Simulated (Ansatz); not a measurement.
# SrHfTe3 (built on the sites of a database entry of SrHfO3): a soft mode frozen in, part 2 of 2

Aim: this structure of SrHfTe3 (built on the sites of a database entry of SrHfO3) is to be tested for unstable modes, and one is followed downhill.

Ansatz 0.2.0; DFT PBEsol, scalar-relativistic, plane waves, norm-conserving pseudopotentials.

So far, highest frequency on the path or at a solved wavevector (cm⁻¹): step 2 (phonons on a q mesh) 209. Also lowest frequency on the path (cm⁻¹): step 2 -72.1.

The structure was built from a prototype and need not be the compound's stable phase.

## Step 5: Energy along the mode, all amplitudes (two of the runs are shown above)

An imaginary frequency means negative curvature, so the energy should fall and then rise again as anharmonic terms take over.

Numbers from this step:

* depth at the lowest point sampled: 116.7 meV/atom
* largest atomic shift at that point: 0.6 Å

The energy from the parent by largest atomic shift:

| largest atomic shift (Å) | energy from the parent (meV/atom) |
| --- | --- |
| 0.000 | 0 |
| 0.040 | -0.917 |
| 0.080 | -3.65 |
| 0.140 | -11.0 |
| 0.220 | -25.6 |
| 0.320 | -48.4 |
| 0.450 | -81.4 |
| 0.600 | -117 |

Displacement at unit largest shift by atom:

| atom | x (Å) | y (Å) | z (Å) | size |
| --- | --- | --- | --- | --- |
| Sr1 | 0.00 | 0.00 | 0.00 | 0.00 |
| Sr2 | 0.00 | 0.00 | 0.00 | 0.00 |
| Hf3 | 0.00 | 0.00 | 0.00 | 0.00 |
| Hf4 | 0.00 | 0.00 | 0.00 | 0.00 |
| Te5 | 0.00 | 0.00 | 0.00 | 0.00 |
| Te6 | 0.00 | 0.00 | 0.00 | 0.00 |
| Te7 | 0.00 | 0.00 | -1.00 | 1.00 |
| Te8 | 0.00 | 0.00 | 1.00 | 1.00 |
| Te9 | 0.00 | 1.00 | 0.00 | 1.00 |
| Te10 | 0.00 | -1.00 | 0.00 | 1.00 |

The lowest of the steps tried is the last one, at 0.6 Å, 117 meV/atom below the parent; the bottom of the well need not coincide with a step.

## Step 6: Relaxing from the distorted cell

Starting from the lowest point found, all atoms and the cell are let go, so that strain and other modes of the same symmetry can join in.

Input file input.yaml:

```yaml
crystal:
  lattice:
    - [5.5376898064, 5.5376898064, 0.0]
    - [5.5376898064, 0.0, 5.5376898064]
    - [5.5376898064, 0.0, -5.5376898064]
  atoms:
    - { symbol: Sr, position: [0.5, 0.25, 0.75] }
    - { symbol: Sr, position: [0.5, 0.75, 0.25] }
    - { symbol: Hf, position: [0.0, 0.0, 0.0] }
    - { symbol: Hf, position: [0.0, 0.5, 0.5] }
    - { symbol: Te, position: [0.0, 0.25, 0.25] }
    - { symbol: Te, position: [0.0, 0.75, 0.75] }
    - { symbol: Te, position: [0.5, 0.6958257847, 0.8041742153] }
    - { symbol: Te, position: [0.5, 0.3041742153, 0.1958257847] }
    - { symbol: Te, position: [0.1083484307, 0.1958257847, 0.6958257847] }
    - { symbol: Te, position: [-0.1083484307, 0.8041742153, 0.3041742153] }
kpoints:
  mp_grid: { grid: [6, 6, 6] }
hamiltonian:
  xc: pbesol
  pseudopotentials: { kind: nc }
scf:
  occupations: { method: methfessel_paxton, width: 0.2 }
output:
  forces: true
  stress: true
  eigenvalues: true
relax:
  adjacent_minimum: "off"
  f_tol: 0.002
  max_steps: 120
  cell: { stress_tol: 0.03 }
```

On the command line:

```bash
$ ansatz run input.yaml --threads 8 --pin off --max-ram 14336MiB --backend cpu --events-out ev --progress --plain --runs-dir out
```

Numbers of over 12 decimals in the logs are rounded to 6 here.

Output:

```text
[...]
Crystal: 10 atoms, lattice volume = 339.638 Å³
Basis set: ecut = 1120 eV, 28811 PW (Γ), exchange–correlation on 180×180×180 points (8 copies of the dense FFT grid, shifted against one another)
Bands: 84, of which v1, the nominal top of the filled ones, is band 70 counted from 1 (69 counted from 0)
Symmetry: 16 space group operations
[...]
k-points: 30 of 216
[...]
SCF iter   1: F=—  HF=-22020.188666 eV  |F-HF|=—  |Δ(HF+E_count)|=         —  Δρ=3.14e-2  dr2=5.59e0  ethr=3.10e-3  ⟨swp⟩=11.1  Hψ=12502  notcnv=0
[...]
SCF iter  10: F=-22018.467206 eV  HF=-22018.467206 eV  |F-HF|=1.20e-8  |Δ(HF+E_count)|=   7.82e-8  S|Δr|=    0.00e0  Δρ=2.98e-6  dr2=5.47e-8  ethr=7.14e-11  ⟨swp⟩=19.5  Hψ=16244  notcnv=0
SCF 1 converged in 10 iterations: F = -22018.467206 eV  dr2 = 5.47e-8
relax step   1: F+E_penalty+E_count = -22018.46720556 eV  Δ(F+E_penalty+E_count) = +0.000e0 eV  max|allowed force component| = 5.152e-1 eV/Å  Δτ_max = 0.0000 Å  P = -0.962 GPa  Ω = 339.638 Å³  (10 SCF iters, dr2 threshold 1.00e-7 eV, accepted)
Crystal: 10 atoms, lattice volume = 330.632 Å³
Basis set: ecut = 1120 eV, 28103 PW (Γ), exchange–correlation on 180×180×180 points (8 copies of the dense FFT grid, shifted against one another)
[...]
SCF iter   7: F=-22018.890913 eV  HF=-22018.890913 eV  |F-HF|=3.47e-8  |Δ(HF+E_count)|=   1.23e-6  S|Δr|=    0.00e0  Δρ=5.91e-6  dr2=1.32e-7  ethr=7.14e-10  ⟨swp⟩=12.4  Hψ=14090  notcnv=0
the search or the solves at the SCF's close seem to have found levels that the self-consistency loop had missed (the run counts 1). By its estimate they hold under 1e-12 electrons; where the run keeps them, the occupations were computed again with them
SCF 2 converged in 7 iterations: F = -22018.890913 eV  dr2 = 1.32e-7
relax step   2: F+E_penalty+E_count = -22018.89091329 eV  Δ(F+E_penalty+E_count) = -4.237e-1 eV  max|allowed force component| = 2.690e-1 eV/Å  Δτ_max = 0.1950 Å  P = -0.478 GPa  Ω = 330.632 Å³  energy of the carried Pulay correction = +8.564e-4 eV  (7 SCF iters, dr2 threshold 1.00e-6 eV, accepted)
Crystal: 10 atoms, lattice volume = 321.154 Å³
Basis set: ecut = 1120 eV, 27359 PW (Γ), exchange–correlation on 180×180×180 points (8 copies of the dense FFT grid, shifted against one another)
[...]
SCF iter   8: F=-22019.030907 eV  HF=-22019.030907 eV  |F-HF|=8.06e-8  |Δ(HF+E_count)|=   3.01e-7  S|Δr|=    0.00e0  Δρ=4.91e-6  dr2=2.35e-7  ethr=7.14e-10  ⟨swp⟩=11.9  Hψ=14080  notcnv=0
SCF 3 converged in 8 iterations: F = -22019.030907 eV  dr2 = 2.35e-7
relax step   3: F+E_penalty+E_count = -22019.03090698 eV  Δ(F+E_penalty+E_count) = -1.400e-1 eV  max|allowed force component| = 2.062e-1 eV/Å  Δτ_max = 0.1951 Å  P = -0.048 GPa  Ω = 321.154 Å³  energy of the carried Pulay correction = +1.801e-3 eV  (8 SCF iters, dr2 threshold 1.00e-6 eV, accepted)
[...]
relax step   4: F+E_penalty+E_count = -22019.03247133 eV  Δ(F+E_penalty+E_count) = -1.564e-3 eV  max|allowed force component| = 1.500e-1 eV/Å  Δτ_max = 0.0718 Å  P = +0.679 GPa  Ω = 318.702 Å³  energy of the carried Pulay correction = +2.053e-3 eV  (6 SCF iters, dr2 threshold 1.00e-6 eV, accepted)
[...]
relax step   5: F+E_penalty+E_count = -22019.04804819 eV  Δ(F+E_penalty+E_count) = -1.558e-2 eV  max|allowed force component| = 1.145e-2 eV/Å  Δτ_max = 0.0189 Å  P = -0.095 GPa  Ω = 322.817 Å³  energy of the carried Pulay correction = +1.632e-3 eV  (6 SCF iters, dr2 threshold 1.00e-6 eV, accepted)
[...]
relax step   6: F+E_penalty+E_count = -22019.04848041 eV  Δ(F+E_penalty+E_count) = -4.322e-4 eV  max|allowed force component| = 1.880e-3 eV/Å  Δτ_max = 0.0047 Å  P = -0.020 GPa  Ω = 322.208 Å³  energy of the carried Pulay correction = +1.694e-3 eV  (6 SCF iters, dr2 threshold 2.93e-8 eV, accepted)
[...]
SCF iter   6: F=-22019.047455 eV  HF=-22019.047455 eV  |F-HF|=7.28e-12  |Δ(HF+E_count)|=  1.09e-11  S|Δr|=    0.00e0  Δρ=2.83e-8  dr2=1.77e-12  ethr=1.00e-12  ⟨swp⟩=5.0  Hψ=9682  notcnv=0
SCF 7 converged in 6 iterations: F = -22019.047455 eV  dr2 = 1.77e-12
relax step   7: F+E_penalty+E_count = -22019.04745531 eV  Δ(F+E_penalty+E_count) = +1.025e-3 eV  max|allowed force component| = 1.884e-3 eV/Å  Δτ_max = 0.0000 Å  P = -0.026 GPa  Ω = 322.208 Å³  stress off target by 2.73e-2 GPa  SCF on the basis re-selected at this cell (its energy is not comparable with the rows above)  (6 SCF iters)
basis re-selected at this cell: Δ(F+E_penalty+E_count) = +1.025e-3 eV, ΔP = -0.007 GPa vs the last step (what re-selecting the basis moved, of the pressure what is left beyond the Pulay correction that the steps carried, after the strain that the cell walked since its last selection, with what the two solves' SCF thresholds leave and, on support functions, any second-order correction that the steps lacked; it is no m [...]
SCF converged after 6 iterations
[...]
Free energy (F): -22019.047455 eV
[...]
Internal energy: -22019.052008 eV  (E = F + TS)
E sigma→0 (E₀):  -22019.048593 eV
Entropy (-TS):   0.004552 eV (0.455 meV/atom)
Fermi energy:    9.677255 eV
[...]
--- Forces (eV/Å), atoms counted from 1 ---
  atom   1  Sr    -0.00000000     0.00000000     0.00000000
  atom   2  Sr    -0.00000000    -0.00000000     0.00000000
  atom   3  Hf     0.00000000    -0.00000000    -0.00000000
  atom   4  Hf     0.00000000    -0.00000000    -0.00000000
  atom   5  Te     0.00000000     0.00000000     0.00000000
  atom   6  Te     0.00000000    -0.00000000    -0.00000000
  atom   7  Te     0.00000000     0.00000000    -0.00188414
  atom   8  Te     0.00000000     0.00000000     0.00188414
  atom   9  Te     0.00000000     0.00188414     0.00000000
  atom  10  Te     0.00000000    -0.00188414     0.00000000
  max |Σ_I F_I| component: 1.04e-17 eV/Å
--- Stress (GPa, compression-positive) ---
       -0.027298      -0.000000       0.000000
       -0.000000      -0.025726       0.000000
        0.000000       0.000000      -0.025726
  P = ⅓ Tr σ = -0.0262 GPa (-0.262 kbar)
--- Band table (eV; the first three rows and the last of 30) ---
  k-point 0: bands = [... 66 lower, 8.5954, 8.6980, 9.6641, 9.6641, 9.8652, 10.0217, 10.0217, 10.4730, ... 10 higher]
  k-point 1: bands = [... 66 lower, 8.7002, 8.8448, 8.9246, 9.3408, 9.9735, 10.0270, 10.3238, 10.7929, ... 10 higher]
  k-point 2: bands = [... 66 lower, 8.4213, 8.4907, 8.7511, 8.9644, 10.1631, 10.2013, 10.7448, 11.0120, ... 10 higher]
  k-point 29: bands = [... 66 lower, 7.4341, 7.4430, 9.6284, 9.6284, 9.9078, 10.4315, 11.1361, 11.1411, ... 10 higher]
--- Relaxed structure (6 steps of the walk, 6 accepted, 1 SCFs on fresh bases) ---
  F+E_penalty+E_count = -22019.04745531 eV   max|allowed force component| = 1.884e-3 eV/Å   (the final SCF, on the basis selected at the relaxed cell)
  cell:  # Å, volume = 322.2078 Å³
    - [5.723173, 5.305601, 0.0]
    - [5.723173, 0, 5.305601]
    - [5.723173, 0, -5.305601]
  atoms:
    - { symbol: Sr, position: [0.500000, 0.25, 0.75] }
    - { symbol: Sr, position: [0.500000, 0.75, 0.25] }
    - { symbol: Hf, position: [5.638636987484428e-19, 0, -5.325379377068627e-19] }
    - { symbol: Hf, position: [5.63863698748443e-19, 0.500000, 0.500000] }
    - { symbol: Te, position: [5.638636987484428e-19, 0.250000, 0.250000] }
    - { symbol: Te, position: [5.63863698748443e-19, 0.75, 0.75] }
    - { symbol: Te, position: [0.500000, 0.664959, 0.835041] }
    - { symbol: Te, position: [0.500000, 0.335041, 0.164959] }
    - { symbol: Te, position: [0.170082, 0.164959, 0.664959] }
    - { symbol: Te, position: [-0.170082, 0.835041, 0.335041] }
```

Run time: 3.5 min. Hardware: 8 threads of Arm Neoverse V2, shared host; peak memory 6.2 GiB.

Step by step:

| step | energy less that of the first step (eV) | largest force component (eV/Å) | pressure (GPa) | volume (Å³) |
| --- | --- | --- | --- | --- |
| 1 | 0.0000 | 0.5152 | -0.96 | 339.64 |
| 2 | -0.4237 | 0.2690 | -0.48 | 330.63 |
| 3 | -0.5637 | 0.2062 | -0.05 | 321.15 |
| 4 | -0.5653 | 0.1500 | 0.68 | 318.70 |
| 5 | -0.5808 | 0.0114 | -0.09 | 322.82 |
| 6 | -0.5813 | 0.0019 | -0.02 | 322.21 |
| 7* | -0.5802 | 0.0019 | -0.03 | 322.21 |

Relaxation steps marked * repeat the geometry before them on a plane-wave basis chosen anew for their cell, so energy and pressure can jump there.

The run keeps the 16 symmetry operations that it works with, so distortions that break them were not tested.

| conventional cell, symmetrised | before | after | change |
| --- | --- | --- | --- |
| a (Å) | 7.831 | 7.503 | -4.2 % |
| b (Å) | 7.831 | 7.503 | -4.2 % |
| c (Å) | 11.075 | 11.446 | +3.3 % |
| volume (Å³/atom) | 33.96 | 32.22 | -5.1 % |

The atoms that moved most (Å, as changes of fractional coordinates times the final cell):

| atom | dx | dy | dz | length |
| --- | --- | --- | --- | --- |
| Te10 | 0.000 | -0.328 | 0.000 | 0.328 |
| Te9 | 0.000 | 0.328 | 0.000 | 0.328 |
| Te8 | 0.000 | 0.000 | 0.328 | 0.328 |
| Te7 | 0.000 | 0.000 | -0.328 | 0.328 |

The relaxed structure:

```xyz
10
Lattice="5.7232 5.3056 0.0000 5.7232 0.0000 5.3056 5.7232 0.0000 -5.3056" Properties=species:S:1:pos:R:3 pbc="T T T"
Sr    8.5848    2.6528   -2.6528
Sr    8.5848    2.6528    2.6528
Hf    0.0000    0.0000    0.0000
Hf    5.7232    0.0000    0.0000
Te    2.8616    0.0000    0.0000
Te    8.5848    0.0000    0.0000
Te   11.4463    2.6528   -0.9024
Te    5.7232    2.6528    0.9024
Te    5.7232    0.9024   -2.6528
Te    5.7232   -0.9024    2.6528
```

Numbers from this step:

- pressure: -0.02625 GPa
- volume per atom: 32.22 Å³
- gap on the k-mesh: 0 eV

The distorted start has space group I4/mcm; the relaxation ends in I4/mcm.

## Step 7: Summary of results

```json
{
  "unstable mode of the parent": "q = (-0.5, -0.5, -0.5), 72i cm⁻¹",
  "depth at the lowest point sampled": "117 meV/atom",
  "largest atomic shift at that point": "0.6 Å",
  "space group reached (within 0.01 Å)": "I4/mcm",
  "energy gained over the parent (first relaxation, on the mesh of the frozen mode)": "175 meV/atom",
  "volume per atom, phase reached": "32.2 Å³"
}
```

Along this mode the structure falls into I4/mcm, 175 meV/atom below the parent. At the parent's cell the well is 116.7 meV/atom deep on the steps tried, with its lowest point at a shift of 0.6 Å. That is the last step tried, so the steps alone don't bracket the bottom of the well. Relaxing atoms and cell changes the gain by +57.95 meV/atom against the lowest step (energies at zero smearing). The modes of the phase reached were not computed on this path. Of the 3 patterns followed to their end from this parent, this one ends 6.42 meV/atom above the lowest, Imma. Another end point lies within 1 meV/atom; how such a difference moves with mesh and cutoff was not tested. Each path keeps the symmetry of its pattern, so a lower phase may lie along a pattern not tried. With no gap, or one that is small against the smearing, the frequencies hang on the k mesh and the smearing, most of all near Kohn anomalies. A semilocal functional can close a gap that the real compound would have, so the metallic treatment may be an artefact of the level. Spin-orbit coupling is left out, which can matter for the heavy elements here. A phonon run warned that its eigensolver left some bands unconverged in a pass. The starting cell was built on a prototype and not taken from a measurement, so the phase need not exist.

[Logs are printed without paths, hosts, clocks, repeated set-up lines and the standing remarks that a program may print on its own settings, such as how far it seeks lower states.]

[Hosts, paths, dates, database ids (printed as entryN), source tags and the programs' standing remarks are cut or masked in the printed files.]
